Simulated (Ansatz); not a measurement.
# The MXene Ta3N2 with Cl ends: bands and core levels, part 3 of 3

Aim: core-level components, unfolded bands and work function of the MXene Ta3N2 with Cl ends.

Ansatz 0.2.0; DFT, PBEsol, plane-wave PAW, default files, scalar-relativistic (the session's first sound run).

So far, work function, upper face (eV): 3.71 in steps 2, 3, 4 and 5.

### 6. Density and potential on the grid

System of this step: Ta3N2Cl2. The cell holds 7 atoms: 2 Cl, 3 Ta and 2 N. Its edges and angles: a = 3.131 Å, b = 3.131 Å, c = 23.200 Å, α = 90.0°, β = 90.0°, γ = 120.0°. It derives from Ta3N2. How the cell was made: MXene sheet; termination: Cl; lattice typed at the start. Regions: L1, 1 atom (1 Cl); L2, 1 atom (1 Ta); L3, 1 atom (1 N); in, 2 atoms (1 Ta and 1 N); rest, 2 atoms (1 Ta and 1 Cl). Vacuum lies along c.

The density, the localisation function and the potential are written on the grid, to look at the bonding.

input.yaml reads:

```yaml
crystal:
  lattice:
    - [3.1311574913, 0.0, 0.0]
    - [-1.5655787457, 2.7116619307, 0.0]
    - [0.0, 0.0, 23.2]
  atoms:
    - { symbol: Cl, position: [0.6666666667, 0.3333333333, 0.6827231562] }
    - { symbol: Ta, position: [0.3333333333, 0.6666666667, 0.6045286984], spin: -0.6 }
    - { symbol: "N", position: [0.0, 0.0, 0.5514703785] }
    - { symbol: Ta, position: [0.6666666667, 0.3333333333, 0.5], spin: -0.6 }
    - { symbol: "N", position: [0.3333333333, 0.6666666667, 0.4485296215] }
    - { symbol: Ta, position: [0.0, 0.0, 0.3954713016], spin: -0.6 }
    - { symbol: Cl, position: [0.6666666667, 0.3333333333, 0.3172768438] }
magnetization:
  spin_polarized: true
kpoints:
  mp_grid: { grid: [12, 12, 1] }
scf:
  occupations: { method: fermi_dirac, width: 0.05 }
  n_extra_bands: 8
hamiltonian:
  xc: pbesol
  pseudopotentials: { kind: paw }
output:
  forces: true
  write_density: true
  write_potential: true
  elf: true
  volumetric_format: npy
```

Launch:

```console
$ ansatz run input.yaml --threads 8 --pin off --max-ram 12288MiB --backend cpu --events-out ev --progress --plain --runs-dir out
```

The job ended after 7.9 s (8 threads of Arm Neoverse N1, shared host; peak memory 0.9 GiB).

Numbers from this step:

```
free energy             : -32304.8527 eV
energy at zero smearing : -32304.8377 eV
smearing term TS        : 0.03008 eV
symmetry operations     : 12
```

Valence density in the ca plane at fractional y = 0.333, with atoms of Cl and Ta within 0.2 Å of it. It is the smooth field of the valence electrons, not physical close to the nuclei.

Ten even steps from '0' (0.0 e/Å³) to '9' (4.3 e/Å³), each cell a mean:
```
00000000000000000012210000000134310000000122
00000000000000000133331000000389941000001233
00000000000000000131131000000498951000001320
00000000000000000133331000000279831000001233
00000000000000000012210000000123210000000122
00000000000000000000000011111100001111110000
00000000000000000000000122111100001111210000
00000000000000000000000011111000001111100000
```
Columns run along c (16.0 Å, from fractional 0.01 to 0.70 of the cell), rows up along a (3.1 Å). Atoms in or near the plane, at fractional coordinates: Cl at (0.68, 0.67), Ta at (0.50, 0.67), Cl at (0.32, 0.67).

Electrostatic potential energy in the ca plane at fractional y = 0.333, with atoms of Cl and Ta within 0.2 Å of it. With pseudopotentials it is smooth inside the atoms' cores, unlike the true potential.

Ten even steps from '0' (-50 eV) to '9' (10 eV), each cell a mean:
```
99999999999999999975578888888743468888888865
99999999999999999830038899997410037899998510
99999999999999999720027999997300026899998300
99999999999999999841148899998510047899888511
99999999999999999986688888888754578888788876
99999999999999999999998766788888888876678999
99999999999999999999998755788888888876568999
99999999999999999999998766788887788887678899
```
Columns run along c (16.0 Å, from fractional 0.01 to 0.70 of the cell; values clipped at the 3rd and 97th percentile), rows up along a (3.1 Å). Atoms in or near the plane, at fractional coordinates: Cl at (0.68, 0.67), Ta at (0.50, 0.67), Cl at (0.32, 0.67).

ELF of down spins in the ca plane at fractional y = 0.333, with atoms of Cl and Ta within 0.2 Å of it. It is the smooth field of the valence electrons, not physical close to the nuclei.

Ten even steps from '0' (0.00) to '9' (0.89), each cell a mean:
```
00000000000258999962222322465323222137999974
00000000001479987874233224756622333368879986
00000000001489963785343225714732343368638996
00000000001479988974233223767622333258889986
00000000000257999852122332354223222137999863
00000000000012455421332464211355223212454310
00000000000000011112432466322566224411110000
00000000000013566421332354211355223213565421
```
Columns run along c (16.0 Å, from fractional 0.08 to 0.77 of the cell), rows up along a (3.1 Å). Atoms in or near the plane, at fractional coordinates: Cl at (0.68, 0.67), Ta at (0.50, 0.67), Cl at (0.32, 0.67).

### 7. Another try

In this try the input is made faulty on purpose, to show what that does.

This step: DFT, PBEsol, plane-wave PAW, default files, scalar-relativistic; changed: kpoints.mp_grid.grid = [1, 1, 1], scf.max_iter = 50 (Ansatz 0.2.0).

input.yaml: that of step 6 with these lines changed.

```diff
@@ -16,3 +16,3 @@
 kpoints:
-  mp_grid: { grid: [12, 12, 1] }
+  mp_grid: { grid: [1, 1, 1] }
 scf:
@@ -20,2 +20,3 @@
   n_extra_bands: 8
+  max_iter: 50
 hamiltonian:
@@ -25,5 +26,8 @@
   forces: true
-  write_density: true
   write_potential: true
-  elf: true
-  volumetric_format: npy
+  volumetric_format: []
+  dos:
+    projected: true
+    de: 0.05
+    e_range: [-30, 12]
+    method: { smearing: { sigma: 0.15, scheme: gaussian } }
```

Wall time 2 s (8 threads); peak memory 0.42 GiB; 11 s of CPU time.

Residual by cycle:

cycle, log10 residual and a bar from the least value:
```
        1        1.6 ##############################
        3        1.4 #############################
        4        0.7 ############################
        6       -0.7 #######################
        8       -1.2 ######################
        9       -1.6 #####################
       11       -2.8 #################
       12       -3.6 ###############
       14       -5.7 #########
       16       -7.0 #####
       17       -7.3 ####
       19       -8.7
```

The run finished. A setting was moved off its sound value on purpose, so it serves as a test and not as the result.

The fault put into the input: one k-point for a small cell (kpoints.mp_grid.grid = [1, 1, 1]).

The two runs compared:

| quantity | this run | sound run | difference |
| --- | --- | --- | --- |
| free energy (eV) | -32288.57 | -32304.85 | 16.3 |
| energy at zero smearing (eV) | -32288.57 | -32304.84 | 16.3 |
| smearing term TS (eV) | 0.0013679 | 0.030077 | -0.0287 |
| Fermi energy (eV) | 5.5565 | 6.1707 | -0.614 |
| gap by band count (eV) | 0.63918 | -2.7272 | 3.37 |
| magnetization (μB) | -0.99688 | -1.088e-5 | -0.997 |
| absolute magnetization (μB) | 1.3178 | 1.819e-5 | 1.32 |
| share of occupied states in no projected shell (of the occupied states in the window) | 0.0071 | 0.0086 | -0.00150 |
| DOS at the Fermi level (states/eV/cell) | 0.151 | 3.3301 | -3.18 |
| work function, upper face (eV) | 4.448 | 3.7148 | 0.733 |

The gap by band count changes sign: 0.639 eV against -2.73 eV.

### 8. Results

```yaml
work_function: 3.71 eV
ta_core_shifts_among_the_listed_atoms_from_the_last_listed_one: -0.70 to +0.00 eV
```

**Reading.** The Fermi level of the MXene Ta3N2 with Cl ends lies 3.71 eV below the vacuum. Core shifts: Ta -0.70 to +0.00 eV. Among the sites run, the most bound Ta 4f level is that of Ta13 (inner group), bonded to 6 N; the least bound, 0.70 eV shallower, that of Ta5 (layer 2), bonded to 3 Cl and 3 N. At 21.2 eV the valence spectrum has its highest listed peaks within 10.8 eV at 0.1 eV (Ta 5d), 0.7 eV (Ta 5d), 1.8 eV (Ta 5d), 6.3 eV (mixed, Ta 5d leading) and 7.1 eV (mixed, Ta 5d leading). At 1486.7 eV the valence spectrum has its highest listed peaks within 13 eV at 0.1 eV (Ta 5d), 0.7 eV (Ta 5d), 1.8 eV (Ta 5d), 6.3 eV (Ta 5d) and 7.1 eV (Ta 5d), and the deeper Cl 3s line at 17.4 eV is higher still. The shell named is the one with most of the intensity, cross sections included, not always the one with most states there. With spin-orbit coupling on, the work function stays within 0.02 eV. Small or evenly spaced maxima in the DOS and spectra can be ripples of the k-mesh.

[Logs are printed without paths, hosts, clocks, repeated set-up lines and the standing remarks that a program may print on its own settings, such as how far it seeks lower states.]

[Hosts, paths, dates, database ids (printed as entryN), source tags and the programs' standing remarks are cut or masked in the printed files.]

[Maps of the electrostatic potential energy from Ansatz leave out the sawtooth potential of an applied field or a dipole correction, so their vacuum need not be flat; work functions include it.]
